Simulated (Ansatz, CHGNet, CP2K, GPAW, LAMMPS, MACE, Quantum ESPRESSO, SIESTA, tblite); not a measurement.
# Codes compared on amorphous carbon (100 atoms)

Wanted: errors and costs of other methods on amorphous carbon (100 atoms). A plane-wave run serves as the reference.

Program: Ansatz 0.2.0. Level of theory: Kohn-Sham DFT, PBE, PAW, plane waves. Results are calculated unless marked as measured.

### 1. The starting structure

The cell holds 100 atoms: 100 C. Cell: a = 10.470 Å, b = 10.470 Å, c = 10.470 Å, α = 90.0°, β = 90.0°, γ = 90.0°. 100 atoms (100 C) placed at random at 1.74 g/cm³, melted at 5500 K for 10 ps at fixed volume with the LCBOP (Los and Fasolino, Phys. Rev. B 68, 024107 (2003)). Quenched from 5500 K to 300 K at 100 K/ps and fixed volume, held 5 ps.

### 2. Plane-wave reference

The PAW files are the set soft_2.

Contents of input.yaml:

```yaml
crystal:
  lattice:
    - [10.4695, 0.0, 0.0]
    - [0.0, 10.4695, 0.0]
    - [0.0, 0.0, 10.4695]
  atoms:
    - { symbol: C, position: [0.46867, 0.08807, 0.66176] }
    - { symbol: C, position: [0.29458, 0.56485, 0.37092] }
    - { symbol: C, position: [0.269, 0.79303, 0.20754] }
    - { symbol: C, position: [0.25985, 0.93802, 0.6112] }
    [... 90 atom lines left out ...]
    - { symbol: C, position: [0.70596, 0.44872, 0.17146] }
    - { symbol: C, position: [0.85298, 0.44789, 0.15358] }
    - { symbol: C, position: [0.78627, 0.80747, 0.31027] }
    - { symbol: C, position: [0.84226, 0.49023, 0.79639] }
    - { symbol: C, position: [0.43704, 0.74674, 0.38123] }
    - { symbol: C, position: [0.27522, 0.7817, 0.06615] }
kpoints:
  mp_grid: { grid: [1, 1, 1] }
hamiltonian:
  xc: pbe
scf:
  occupations: { method: fermi_dirac, width: 0.05 }
output:
  forces: true
  eigenvalues: true
  populations: true
  stress: true
```

The run is started by

```sh
$ ansatz run input.yaml --threads 8 --pin off --max-ram 15872MiB --backend cpu --events-out ev --progress --plain --runs-dir out
```

Numbers of over 12 decimals in the logs are rounded to 6 here.

The log of the run:

```text
[...]
Pseudopotentials: kind: paw
Pseudopotential: C, paw, valence charge 4, recommended cutoff 420 eV (normal), C.paw.azcp
[... 5 lines on functional and potentials left out ...]
Crystal: 100 atoms, lattice volume = 1147.566 Å³
Basis set: ecut = 420 eV, 22575 PW (Γ), exchange–correlation on 144×144×144 points (8 copies of the dense FFT grid, shifted against one another)
Bands: 300, of which v1, the nominal top of the filled ones, is band 200 counted from 1 (199 counted from 0)
Symmetry: 1 space group operations
Space group: P1 (ITA 1), of the structure as read, at distance tolerance 1.0e-4 Å
k-points: 1
[... 3 lines on functional and potentials left out ...]
Initial density: superposition of atomic densities (neutral atoms: chi_scale 0, normalization atom), corrected by the library's trained network
Initial wavefunctions: pseudopotential atomic-orbital guess
[...]
SCF iter   1: F=—  HF=-24991.254436 eV  |F-HF|=—  |Δ(HF+E_count)|=         —  Δρ=1.59e-2  dr2=5.05e0  ethr=1.77e-3  ⟨swp⟩=6.0  Hψ=1325  notcnv=0  defer=58
preconditioner: auto → LDOS  [insulator: Δε(μ)=0.142 eV  Ē_g=13.193 eV  σ=0.050 eV  W_gap=0.61  n_scr=250 (ndim 8)  ℏωp=21.9 eV  f_vac=0.176  D(μ)=18.43/eV (n_scr^D=92)  ε∞_Penn≈3.8  β→1.0]
[...]
SCF iter   9: F=—  HF=-24990.655282 eV  |F-HF|=—  |Δ(HF+E_count)|=   2.01e-8  Δρ=6.63e-6  dr2=7.36e-7  ethr=1.10e-9  ⟨swp⟩=2.0  Hψ=330  notcnv=0  defer=72
SCF iter  10: F=-24990.655282 eV  HF=-24990.655282 eV  |F-HF|=6.09e-8  |Δ(HF+E_count)|=   2.62e-8  Δρ=2.37e-6  dr2=9.22e-8  ethr=2.50e-11  ⟨swp⟩=19.0  Hψ=1930  notcnv=0
SCF 1 converged in 10 iterations: F = -24990.655282 eV  dr2 = 9.22e-8
[...]
SCF converged after 10 iterations
Free energy (F): -24990.655282 eV
Harris-Foulkes:  -24990.655282 eV  (|F-HF|=6.09e-8)
Internal energy: -24990.410743 eV  (E = F + TS)
E sigma→0 (E₀):  -24990.533013 eV
Entropy (-TS):   -0.244540 eV (-2.445 meV/atom)
Fermi energy:    4.231964 eV
--- Per-component energies (eV) ---
[...]
Σ components = -24990.655282   (vs F -24990.655282, Δ=0.00e0)
--- Forces (eV/Å), atoms counted from 1 ---
  atom   1  C      0.09685221     1.46550916    -0.79771735
  atom   2  C      2.11245938     0.79162004    -0.11920772
  atom   3  C     -0.05380592    -0.84967268    -1.88988624
  atom   4  C      3.39995120     0.03601600     0.42751099
[...]
atom 100  C     -0.27500067    -0.95865104    -3.60321431
  max |Σ_I F_I| component: 9.70e-5 eV/Å
--- Stress (GPa, compression-positive) ---
      -16.329834      -2.544065      -2.966542
       -2.544066     -10.984468      -1.631273
       -2.966541      -1.631274     -13.653482
  P = ⅓ Tr σ = -13.6559 GPa (-136.559 kbar)
--- Band table (eV) ---
  k-point 0: bands = ["-14.9056", "-14.5743", "-14.3826", "-14.2270", [... 284 levels ...], "12.3555", "12.3991", "12.4726", "12.5616", "12.5645", "12.6471", "12.6747", "12.7418", "12.7898", "12.8307", "12.8599", "12.8945"]
--- Löwdin populations: 100 sites ---
  site symbol       q [e]
     0      C      3.9559
     1      C      3.9800
     2      C      4.0119
[...]
99      C      3.9601
  spilling = 0.009528 (of n_electrons = 400.000000)
```

Run time: 6.3 s. Hardware: 8 threads of Arm Neoverse V2, shared host; peak memory 1.3 GiB.

Reading the cycles: dr2 is the Hartree energy of the density residual (eV), the measure of convergence; HF is the Harris–Foulkes estimate of the energy, which meets the free energy F at convergence.

The run gave:

* free energy: -24990.6553 eV
* free energy per atom: -249.9066 eV/atom
* SCF cycles: 10
* pressure: -13.66 GPa
* r.m.s. force component: 1.425 eV/Å
* longest force: 5.513 eV/Å
* Fermi energy: 4.232 eV
* levels partly filled by over 2 per cent: 6
* spilling of the projection: 0.009528

Neighbours are counted within 1.85 Å (C-C).

Length of the force by element and coordination:

| element | coordination | atoms | mean length of the force (eV/Å) | spread | least | most |
| --- | --- | --- | --- | --- | --- | --- |
| C | all | 100 | 2.23 | 1.05 | 0.281 | 5.51 |
| C | 2 | 8 | 1.32 | 0.663 | 0.548 | 2.45 |
| C | 3 | 92 | 2.31 | 1.04 | 0.281 | 5.51 |

The mean of these charges, 0.038 e, is only the charge that the projection spills.

Löwdin charges by element and coordination (they lack the spilled electrons, 0.038 e an atom on average):

| element | coordination | atoms | mean charge (e) | spread | least | most |
| --- | --- | --- | --- | --- | --- | --- |
| C | all | 100 | 0.0381 | 0.0276 | -0.0771 | 0.0993 |
| C | 2 | 8 | 0.0513 | 0.0306 | 0.0118 | 0.0993 |
| C | 3 | 92 | 0.037 | 0.027 | -0.0771 | 0.0909 |

The levels nearest the highest filled one (over half full), pooled over k-points and spins:

| level less the highest filled one (eV) | occupation |
| --- | --- |
| -0.325 | 2.00 |
| -0.217 | 1.99 |
| -0.168 | 1.98 |
| -0.0957 | 1.90 |
| -0.0445 | 1.75 |
| 0 | 1.49 |
| 0.108 | 0.501 |
| 0.150 | 0.253 |
| 0.184 | 0.137 |
| 0.404 | 0.002 |
| 0.418 | 0.001 |
| 0.504 | 0 |

### 3. The ladder

The programs:
- CHGNet: machine-learned potential, published weights.
- CP2K 2026.2: Gaussian basis with GTH pseudopotentials and a plane-wave density; labels give functional, basis (MOLOPT sets; SR short-range, UZH the newer set with its own potentials), grid cutoff/relative cutoff and solver (OT: orbital transformation; TRS4, TC2, SIGN: linear-scaling purification with its sparsity filter), or its built-in tight binding.
- GPAW 26.7.0: PAW with atomic orbitals (LCAO), plane waves or a real-space grid of spacing h.
- MACE: machine-learned potential, published weights.
- Quantum ESPRESSO 7.5: plane waves; labels (QE) give functional, pseudopotential set and cutoffs of waves/density.
- SIESTA 5.4.2: numerical atomic orbitals, whose automatically made sets are far from complete, with PseudoDojo norm-conserving potentials that we converted to its format (checked against plane waves on the same files for H, C, O, Si, Ge and Ca alone); labels give functional, basis size, energy shift and mesh cutoff.
- tblite 0.8.0: extended tight binding, driven from Python.

All use the same cell and atoms; the electronic-structure runs use the same k-mesh, and an electronic temperature of 580 K (0.05 eV) where levels are smeared.

Differences are against the plane-wave reference, forces as r.m.s. over components; share is that over the reference's r.m.s. force, slope the least-squares factor from reference forces to these. Total energies of different programs have different zeros and aren't compared.

| run | Δ force, r.m.s. (meV/Å) | share (%) | slope | Δ pressure (GPa) | cores | CPU time | memory (GiB) |
| --- | --- | --- | --- | --- | --- | --- | --- |
| reference | - | - | - | - | 8 | 45 s | 1.3 |
| CHGNet 0.3.0 potential | 877 | 61.5 | 0.530 | 0.801 | 1 | 3.7 s | 1.8 |
| CP2K PBE, DZVP-MOLOPT-SR, 450/20 Ry, diagonalisation (coarse) | 48.5 | 3.40 | 1.013 | 0.756 | 4 | 3.6 min | 2.8 |
| CP2K PBE, DZVP-MOLOPT-SR, 450/50 Ry, diagonalisation | 39.8 | 2.79 | 1.011 | 0.444 | 4 | 5.2 min | 2.8 |
| CP2K PBE, DZVP-MOLOPT-SR, 630/50 Ry, diagonalisation | 39.8 | 2.79 | 1.011 | 0.443 | 4 | 7 min | 4.0 |
| CP2K PBE, SZV-MOLOPT-SR, 450/50 Ry, diagonalisation (coarse) | 517 | 36.3 | 1.304 | 5.19 | 1 | 3 min | 1.8 |
| CP2K PBE, TZVP-MOLOPT, 450/50 Ry, diagonalisation | 23.6 | 1.66 | 1.002 | 0.429 | 4 | 68 min | 3.4 |
| CP2K TPSS, PBE potentials, DZVP-MOLOPT-SR, 450/50 Ry, diagonalisation | 64.7 | 4.54 | 1.035 | 0.831 | 4 | 13 min | 2.9 |
| CP2K revPBE, PBE potentials, DZVP-MOLOPT-SR, 450/50 Ry, diagonalisation | 39.5 | 2.77 | 1.015 | 1.19 | 4 | 5.1 min | 2.8 |
| GPAW PBE, LCAO dzp, h 0.2 Å | 164 | 11.5 | 1.020 | - | 2 | 3.3 min | 1.4 |
| GPAW PBE, LCAO szp(dzp), h 0.2 Å (coarse) | 409 | 28.7 | 1.020 | - | 1 | 2.1 min | 0.89 |
| GPAW revPBE, LCAO dzp, h 0.2 Å | 189 | 13.3 | 1.023 | - | 2 | 3.2 min | 1.4 |
| MACE MP-0b2 small potential | 843 | 59.1 | 0.466 | 4.80 | 1 | 5.3 s | 0.67 |
| MACE MPA-0 medium potential | 803 | 56.4 | 0.508 | 3.17 | 1 | 7 s | 1.2 |
| QE PBE, sssp-1.3.0-efficiency, 20/160 Ry (coarse) | 347 | 24.3 | 1.046 | -28.4 | 2 | 2 min | 0.89 |
| QE PBE, sssp-1.3.0-efficiency, 45/360 Ry | 5.54 | 0.389 | 1.001 | 0.0379 | 2 | 5.2 min | 2.8 |
| SIESTA PBE, DZ, shift 0.01 Ry, mesh 300 Ry (coarse) | 278 | 19.5 | 1.079 | 5.94 | 1 | 1.7 min | 0.74 |
| SIESTA PBE, DZP, shift 0.01 Ry, mesh 300 Ry | 230 | 16.2 | 1.034 | 4.86 | 2 | 5.2 min | 1.5 |
| SIESTA PBE, DZP, shift 0.02 Ry, mesh 300 Ry | 190 | 13.3 | 1.034 | 0.980 | 2 | 3.3 min | 1.2 |
| SIESTA PBE, SZ, shift 0.01 Ry, mesh 300 Ry (coarse) | 892 | 62.6 | 1.120 | 23.9 | 1 | 78 s | 0.61 |
| tblite GFN1-xTB | 276 | 19.4 | 1.048 | -5.84 | 1 | 2.1 s | 0.11 |
| tblite GFN2-xTB | 272 | 19.1 | 1.030 | -8.21 | 1 | 7.2 s | 0.12 |

Rows marked coarse were listed beforehand as settings not expected to be converged; some can still land near the reference.

Times of the machine-learned potentials are mostly Python's start and the loading of weights.

CPU time is summed over cores on a shared host, where runs went side by side, so it is rough. Symmetry, cutoffs, thresholds, outputs and thread counts weren't matched or tuned between programs; memory under MPI is the largest rank's times the ranks.

Runs without a result: CP2K SCC-DFTB, diagonalisation (not converged, the SCF not settling); CP2K GFN1-xTB, diagonalisation (not converged, the SCF not settling).

Within one program, basis, potentials and functional, energies share a zero. Each run against its twin at the usual cutoff or grid and solver:

| run | twin | Δ energy (meV/atom) | Δ force, r.m.s. (meV/Å) | CPU time over the twin's |
| --- | --- | --- | --- | --- |
| CP2K PBE, DZVP-MOLOPT-SR, 450/20 Ry, diagonalisation | DZVP-MOLOPT-SR, 450/50 Ry, diagonalisation | -4.07 | 26.4 | 0.69 |
| CP2K PBE, DZVP-MOLOPT-SR, 630/50 Ry, diagonalisation | DZVP-MOLOPT-SR, 450/50 Ry, diagonalisation | 0.0013 | 0.68 | 1.4 |
| QE PBE, sssp-1.3.0-efficiency, 20/160 Ry | sssp-1.3.0-efficiency, 45/360 Ry | 863 | 344 | 0.38 |

### 4. Outcome

| Item | Value |
| --- | --- |
| reference r.m.s. force component | 1.43 eV/Å |
| nearest in forces | QE PBE, sssp-1.3.0-efficiency, 45/360 Ry, 0.39 % |
| farthest in forces | SIESTA PBE, SZ, shift 0.01 Ry, mesh 300 Ry (coarse), 63 % |
| cheapest electronic-structure run beside the reference | tblite GFN1-xTB, 2.1 s of CPU time |

PBE on plane waves or a grid with other potentials, cutoffs or grids, coarse settings apart, differs from the reference by 0.39 % (QE PBE, sssp-1.3.0-efficiency, 45/360 Ry) of the r.m.s. force; this holds the reference's own error, so differences of a few per cent don't tell which side is nearer the exact PBE result (QE's 45 Ry are 612 eV, against the reference's 420 eV). The PBE runs in local orbitals, coarse settings apart, differ by 1.7 % (CP2K PBE, TZVP-MOLOPT, 450/50 Ry, diagonalisation) to 16 % (SIESTA PBE, DZP, shift 0.01 Ry, mesh 300 Ry); basis, grid and potentials can all enter. Tight binding differs by 19 % in each run; it is another model, with fitted parameters of its own, and the xTB methods hold dispersion. Machine-learned potentials differ by 56 % (MACE MPA-0 medium potential) to 62 % (CHGNet 0.3.0 potential); they were trained on other programs' data. The cause of differences this large wasn't tested. Among those trained on PBE data the slope goes as low as 0.47, with a correlation of 0.88, so directions differ as well as sizes. Rows with another functional or a dispersion term differ by 2.8 % (CP2K revPBE, PBE potentials, DZVP-MOLOPT-SR, 450/50 Ry, diagonalisation) to 13 % (GPAW revPBE, LCAO dzp, h 0.2 Å), which mixes the change of model with differences of basis and potentials, some of them made for another functional. Runs with settings chosen to be coarse differ by 3.4 % (CP2K PBE, DZVP-MOLOPT-SR, 450/20 Ry, diagonalisation) to 63 % (SIESTA PBE, SZ, shift 0.01 Ry, mesh 300 Ry), their programs' other errors included. Of the electronic-structure runs that take under half the reference's CPU time, tblite GFN2-xTB is among the nearest, at 19 % in 7.2 s against 45 s; its pressure misses by -8.2 GPa. CP2K PBE, SZV-MOLOPT-SR, 450/50 Ry, diagonalisation stiffens the forces by a factor of 1.30 while following their directions (correlation 0.989); the slopes of the 7 CP2K runs lie between 1.00 and 1.30. In pressure, QE PBE, sssp-1.3.0-efficiency, 20/160 Ry misses by -28.4 GPa, at the same functional; a cutoff this low leaves a large Pulay stress. In the reference: counting bands leaves a spacing of only 0.11 eV (at Γ alone), which the smearing bridges: 6 levels are partly filled by over 2 %, so a gap, if any, is small at this level. In the reference: Löwdin charges run from -0.08 to +0.10 e, about a mean that is the spilled charge alone. Periodic xTB results under one method name differ between programs and library versions. Machine-learned potentials mimic data converged in k, so the reference's own k-point error enters their differences. The quench rate of 100 K/ps is many orders above laboratory rates, so the cell is likely richer in defects and strain than a real sample. The network of bonds at the start is that of the classical potential that made the cell, and needn't be the one that DFT or experiment would give. The reference's stress is far from hydrostatic: its diagonal is -16.3, -11.0, -13.7 GPa, compression counted positive. The electronic-structure runs sample only Γ, in a cell whose shortest periodic width is 10 Å, which is coarse for a cell with partly filled levels.

[Also dropped from logs without a mark: logging warnings of Python, and SIESTA's first energy breakdown and zero terms.]

[Logs are printed without paths, hosts, clocks, repeated set-up lines and the standing remarks that a program may print on its own settings, such as how far it seeks lower states.]

[Hosts, paths, dates, database ids (printed as entryN), source tags and the programs' standing remarks are cut or masked in the printed files.]
